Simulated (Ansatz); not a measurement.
**K_i (8-fold void) in KBr (Fm-3m): charge-transition levels and formation energies**

Aim: at which Fermi levels does K_i (8-fold void) in KBr (Fm-3m) change its charge? The model is a cell of 54 host atoms with 1 K put in.

Program: Ansatz 0.2.0. Level of theory: place-levels on HSE06 runs: charge-transition levels and formation energies with image-charge correction and potential alignment at the atomic sites; PAW set soft_1. Results are calculated unless marked as measured.

In doubt: a hybrid run on one k-point (in some of the runs), which bears on gaps, levels and energies.

## Step 1: The starting structure

The cell holds 55 atoms: 28 K and 27 Br. Cell: a = 13.895 Å, b = 13.895 Å, c = 13.895 Å, α = 60.0°, β = 60.0°, γ = 60.0°. It derives from KBr (space group Fm-3m). Nearest the centre at fractional (0.083, 0.750, 0.750): K55 at 0.00 Å, Br54 at 2.84 Å, K17 at 2.84 Å, K13 at 2.84 Å, Br12 at 2.84 Å, K5 at 2.84 Å, Br16 at 2.84 Å, K35 at 2.84 Å.

Structure file:

```xyz
55
Lattice="0.0000 9.8249 9.8249 9.8249 0.0000 9.8249 9.8249 9.8249 0.0000" Properties=species:S:1:pos:R:3 pbc="T T T"
K     0.0000    0.0000    0.0000
Br    3.2750    3.2750    3.2750
K     3.2750    3.2750    0.0000
Br    6.5499    6.5499    3.2750
K     6.5499    6.5499    0.0000
Br    9.8249    9.8249    3.2750
K     3.2750    0.0000    3.2750
Br    6.5499    3.2750    6.5499
K     6.5499    3.2750    3.2750
Br    9.8249    6.5499    6.5499
K     9.8249    6.5499    3.2750
Br   13.0999    9.8249    6.5499
K     6.5499    0.0000    6.5499
Br    9.8249    3.2750    9.8249
K     9.8249    3.2750    6.5499
Br   13.0999    6.5499    9.8249
K    13.0999    6.5499    6.5499
Br   16.3748    9.8249    9.8249
K     0.0000    3.2750    3.2750
Br    3.2750    6.5499    6.5499
K     3.2750    6.5499    3.2750
Br    6.5499    9.8249    6.5499
K     6.5499    9.8249    3.2750
Br    9.8249   13.0999    6.5499
K     3.2750    3.2750    6.5499
Br    6.5499    6.5499    9.8249
K     6.5499    6.5499    6.5499
Br    9.8249    9.8249    9.8249
K     9.8249    9.8249    6.5499
Br   13.0999   13.0999    9.8249
K     6.5499    3.2750    9.8249
Br    9.8249    6.5499   13.0999
K     9.8249    6.5499    9.8249
Br   13.0999    9.8249   13.0999
K    13.0999    9.8249    9.8249
Br   16.3748   13.0999   13.0999
K     0.0000    6.5499    6.5499
Br    3.2750    9.8249    9.8249
K     3.2750    9.8249    6.5499
Br    6.5499   13.0999    9.8249
K     6.5499   13.0999    6.5499
Br    9.8249   16.3748    9.8249
K     3.2750    6.5499    9.8249
Br    6.5499    9.8249   13.0999
K     6.5499    9.8249    9.8249
Br    9.8249   13.0999   13.0999
K     9.8249   13.0999    9.8249
Br   13.0999   16.3748   13.0999
K     6.5499    6.5499   13.0999
Br    9.8249    9.8249   16.3748
K     9.8249    9.8249   13.0999
Br   13.0999   13.0999   16.3748
K    13.0999   13.0999   13.0999
Br   16.3748   16.3748   16.3748
K    14.7373    8.1874    8.1874
```

Screening for the image-charge correction: ε∞ = 2.62, ε0 = 5.31, from a response run on this crystal (DFPT, PBEsol) at that run's own cell.

The cell's shortest repeat is 13.9 Å.

## Step 2: The runs of each charge state

A transition level is the Fermi level at which two charge states cost the same, so each charge needs its own total energy, at its own relaxed structure.

Random displacements of about 0.05 Å break the site symmetry at the start, so that the relaxation can reach a distorted minimum if there is one. Forces are taken at one point at (¼, ¼, ¼). The cell holds 1 electron more than the neutral one, with a uniform background that keeps it neutral on the whole.

One of the inputs; charge, spin and start change from state to state.

Input file qm1.relax/input.yaml:

```yaml
crystal:
  lattice:
    - [0.0, 3.27496591, 3.27496591]
    - [3.27496591, 0.0, 3.27496591]
    - [3.27496591, 3.27496591, 0.0]
  atoms:
    - { symbol: K, position: [0.0, 0.0, 0.0] }
    - { symbol: Br, position: [0.5, 0.5, 0.5] }
  supercell: [3, 3, 3]
  defects: [{ interstitial: { symbol: K, position: [0.083333, 0.75, 0.75] } }]
total_charge: -1
basis:
  ecutwfc: 420
  xc_grid: 2
hamiltonian:
  xc: pbesol
  pseudopotentials: { kind: paw, azcp: { folder: soft_1 }, xc_functional: pbe }
kpoints:
  mp_grid: { grid: [1, 1, 1], shift: [0.25, 0.25, 0.25] }
scf:
  occupations: { method: fixed }
  max_iter: 80
output:
  forces: true
  charged_corrections:
    epsilon: 2.62
    static_epsilon: 5.31
    defect_position: [0.083333, 0.75, 0.75]
relax:
  f_tol: 0.02
  max_steps: 60
  random_displacement: { amplitude: 0.05, seed: 921 }
checkpoint:
  write: "../qm1.relax.run"
  compress: false
  write_wavefunctions: true
  write_every: 100000
```

On the command line:

```bash
$ ansatz run input.yaml --threads 8 --pin off --max-ram 18841MiB --backend cpu --events-out ev --progress --plain --runs-dir out
```

Exact exchange opens the gap and lessens the self-interaction that spreads bound carriers; this run is a single point that starts from the saved hybrid relaxation.

The run of this state that the levels use, under HSE06:

Input file qm1.hybq/input.yaml:

```yaml
crystal:
  checkpoint: "../qm1.hrelax.run"
  host: checkpoint
total_charge: -1
basis:
  ecutwfc: 420
  xc_grid: 2
hamiltonian:
  xc: hse06
  pseudopotentials: { kind: paw, azcp: { folder: soft_1 } }
kpoints:
  mp_grid: { grid: [1, 1, 1], shift: [0.25, 0.25, 0.25] }
scf:
  occupations: { method: fixed }
  max_iter: 80
output:
  forces: true
  charged_corrections:
    epsilon: 2.62
    static_epsilon: 5.31
    defect_position: [0.083333, 0.75, 0.75]
  eigenvalues: true
  eigenstates: { localisation: true }
  populations: true
checkpoint:
  read: "../qm1.hrelax.run"
  write: "../qm1.hybq.run"
  compress: false
  write_wavefunctions: false
  write_every: 100000
```

Relaxations under PBEsol at one point at (¼, ¼, ¼); times on 8 threads of Arm Neoverse V2, shared host:

```
charge  moment (μB)  occupations    outcome  steps  largest displacement against the far atoms (Å)     time
    −1            0        fixed  converged      5                                            0.46     57 s
     0            1        fixed  converged      5                                            0.45  1.9 min
    +1            0        fixed  converged      5                                            0.46     55 s
```

Relaxations under HSE06 at the zone centre alone; times on 8 threads of Arm Neoverse V2, shared host:

```
charge  moment (μB)  occupations    outcome  steps  largest displacement against the far atoms (Å)     time
    −1            0        fixed  converged      1                                            0.46     94 s
     0            1        fixed  converged      1                                            0.45  3.4 min
    +1            0        fixed  converged      1                                            0.46     92 s
```

Single points under HSE06 at one point at (¼, ¼, ¼); times on 8 threads of Arm Neoverse V2, shared host:

```
charge  moment (μB)  occupations    outcome     time
    −1            0        fixed  converged  5.8 min
     0            1        fixed  converged   10 min
    +1            0        fixed  converged  4.5 min
```

Distances (Å) from K55 to the nearest atoms after relaxation with PBEsol:

| charge | moment (μB) | 1. | 2. | 3. | 4. | 5. | 6. |
| --- | --- | --- | --- | --- | --- | --- | --- |
| −1 | 0 | Br 2.97 | Br 2.97 | Br 2.97 | Br 2.97 | K 3.29 | K 3.29 |
| 0 | 1 | Br 2.96 | Br 2.96 | Br 2.96 | Br 2.96 | K 3.27 | K 3.28 |
| +1 | 0 | Br 2.95 | Br 2.95 | Br 2.95 | Br 2.95 | K 3.28 | K 3.28 |

## Step 3: Levels against the band edges, HSE06

A charged cell interacts with its images and the background, and its potential has another zero than the host's. place-levels removes the first by a point-charge model, screened by the static dielectric constant since the ions have relaxed around the charge, and the second by comparing potentials at atoms far from the defect.

The host is a run of the defect-free crystal in the same cutoffs, grids and k-points, so that basis and sampling errors cancel in part in the differences. The host is run in a cell of 2 atoms on a matching mesh. Its band edges are searched through the zone by a band path, so the gap is smaller than, or equal to, that on the mesh. Chemical potentials are energies per atom of K (bcc), run with the same functional and cutoff.

Input file levels.hybq.yaml:

```yaml
host:
  run: host.hybq.run
states: [qm1.hybq.run, q0_M1.hybq.run, qp1.hybq.run]
geometry_from:
  qm1.hybq.run: qm1.hrelax.run
  q0_M1.hybq.run: q0_M1.hrelax.run
  qp1.hybq.run: qp1.hrelax.run
chemical_potentials:
  K:
    energy: -1538.632872
    dataset: <sha256 of the dataset>
```

On the command line:

```bash
$ ansatz place-levels levels.hybq.yaml -- --threads 8 --pin off --max-ram 18841MiB
```

Numbers of over 12 decimals in the logs are rounded to 6 here.

The log of the run:

```text
[... repeated set-up lines and file paths are left out, and long positions are rounded to six places ...]
(+1/0) 5.396 eV above the valence edge, 0.271 eV under the conduction edge
(0/-1) 5.697 eV above the valence edge (+5.825 eV without the band-filling correction), in the conduction band
formation energy of charge +1: -2.888 eV with the Fermi level at the valence edge
formation energy of charge 0: +2.508 eV with the Fermi level at the valence edge
formation energy of charge -1: +8.205 eV with the Fermi level at the valence edge
  edges by hse06, gap 5.667 eV; the host is sampled to repeats of 13.89 Å
  the defect's cells are sampled to repeats of 13.89 Å, like sampling
  charge +1: -118381.7627 eV with its correction of +0.484 eV, at epsilon 5.31, aligned at sites: +0.1679 eV, mean over 22 atomic sites at or beyond 6.95 Å from the defect at [0.0833, 0.7500, 0.7500], with +0.000000 for the charge's moments and without [...]
  charge 0: +0.000 eV for its dipole among its images, +0.000 omitted
  charge -1: -118369.7877 eV with its correction of -0.013 eV, at epsilon 5.31, aligned at sites: +0.3295 eV, mean over 22 atomic sites at or beyond 6.95 Å from the defect at [0.0833, 0.7500, 0.7500], with +0.000000 for the charge's moments and without [...]
  of the host: (host) hybrid's levels can ripple along a path where its exchange mesh is coarse, and an extremum then takes the crest, of which none of its warnings tells: converge the edges in the exchange mesh (kpoints.mp_grid)
  of states[2] (qp1.hybq.run): how wide its charge is, is not read beside other atoms or cores, and a band state would take no correction. [...]
  of states[1] (q0_M1.hybq.run): its alignment with the host at atomic sites is doubtful: the mean over the far sites moves by -0.0525 eV from their farther parts to their nearer, more than 0.05 eV. [...]
  of states[0] (qm1.hybq.run): how wide its charge is, is not read beside other atoms or cores, and a band state would take no correction. [...]
```

It took 0.16 s on 8 threads of Arm Neoverse V2, shared host.

Levels between the charges placed, in eV above the valence top:

|  | gap (eV) | (+1/0) | (0/−1) |
| --- | --- | --- | --- |
| HSE06 | 5.67 | 5.40 | 5.70 |

Corrections by state:

```csv
charge,moment (μB),image terms and alignment (eV),band filling (eV),ε used,"over the lowest of its charge, as the program ranks them, band filling apart (eV)"
+1,0.0,0.484,-,5.31,0.000
0,1.0,0.000,-,-,0.000
−1,0.0,-0.013,-0.128,5.31,0.000
```

From the program's caveats on the states, each cut to its opening words:

- charge +1, −1: how wide its charge is, is not read beside other atoms or cores, and a band state would take no correction
- charge +1: its displacements don't fall off away from the defect: farther atoms stand 0.038 Å off the host's places
- charge 0 (1 μB): its alignment with the host at atomic sites is doubtful: the mean over the far sites moves by -0.0525 eV from their farther parts to their nearer, more than [...]
- charge 0 (1 μB): its displacements don't fall off away from the defect: farther atoms stand 0.037 Å off the host's places
- charge 0 (1 μB), −1: flagged: gap may close across zone
- charge 0 (1 μB): flagged: stability check not made
- charge −1: a band-filling correction moves a carrier to the host's band edge, which changes its energy by -0.128 eV
- charge −1: its alignment with the host at atomic sites is doubtful: the mean over the far sites moves by -0.0818 eV from their farther parts to their nearer, more than [...]
- charge −1: its displacements don't fall off away from the defect: farther atoms stand 0.043 Å off the host's places

Chemical potentials of the elements' reference phases, run alike. Formation energies (elemental references), with the Fermi level at the valence top and at the conduction bottom (gap 5.67 eV):

```
charge  at valence top (eV)  at conduction bottom (eV)  correction included (eV)
    +1                -2.89                       2.78                      0.48
     0                 2.51                       2.51                      0.00
    −1                 8.20                       2.54                     -0.14
```

(Fermi level (eV), lowest formation energy (eV)): (0.00, -2.89), (0.51, -2.37), (1.03, -1.86), (1.54, -1.34), (2.06, -0.83), (2.57, -0.31), (3.09, 0.21), (3.61, 0.72), (4.12, 1.23), (4.64, 1.75), (5.15, 2.26), (5.67, 2.51)

Transition levels lie at 5.40 eV (+1/0) above the valence top. The formation energy turns negative for some Fermi levels (elemental references), which would push the Fermi level away from there.

## Step 4: Summary of results

```json
{"gap of the host": "5.67 eV (HSE06)", "level (plus 1/0)": "5.40 eV above the valence top", "level (0/minus 1)": "5.70 eV above the valence top, past the conduction bottom (5.83 eV above the valence top without the band-filling term)", "lowest of the charges placed, just above the valence top (0.02 eV)": "+1", "lowest of the charges placed, just below the conduction bottom (0.02 eV)": "0", "lowest formation energy at mid-gap of the charges run, elemental references": "-0.05 eV"}
```

**Reading.** Of the charges placed (−1, 0 and +1), the lowest changes at 5.40 eV (+1/0) above the valence top, in a gap of 5.67 eV. (+1/0) lies nearer to a band edge than the share of the finite-size correction in it (0.48 eV), and that correction holds for a localised charge alone. Charges above +1 were not placed, so these runs say nothing of levels that involve them. States placed: +1 at 0 μB; 0 at 1 μB; −1 at 0 μB. Other spin states or structures, where not listed, weren't placed. The program finds carriers beyond a band edge of the host and adds a band-filling term at charge −1 (-0.13 eV); steps to such a charge show no bound level, and a defect level inside a band would be read the same way. The program doubts the alignment of potentials for at least one state, a sign that the cell is small. What this leaves open: one k-point off the zone centre stands for the whole zone.

[Logs are printed without paths, hosts, clocks, repeated set-up lines and the standing remarks that a program may print on its own settings, such as how far it seeks lower states.]

[Hosts, paths, dates, database ids (printed as entryN), source tags and the programs' standing remarks are cut or masked in the printed files.]

[Where a table of states has a column of steps, it counts the stored structures, which are thinned; the runs took as many ionic steps or more.]

[A defect's name tells the site on which it was built; relaxed atoms can leave that site.]

[For some hosts the program warned that the k-mesh of the response run may be too coarse for force constants and the static dielectric constant; such warnings are not shown here.]
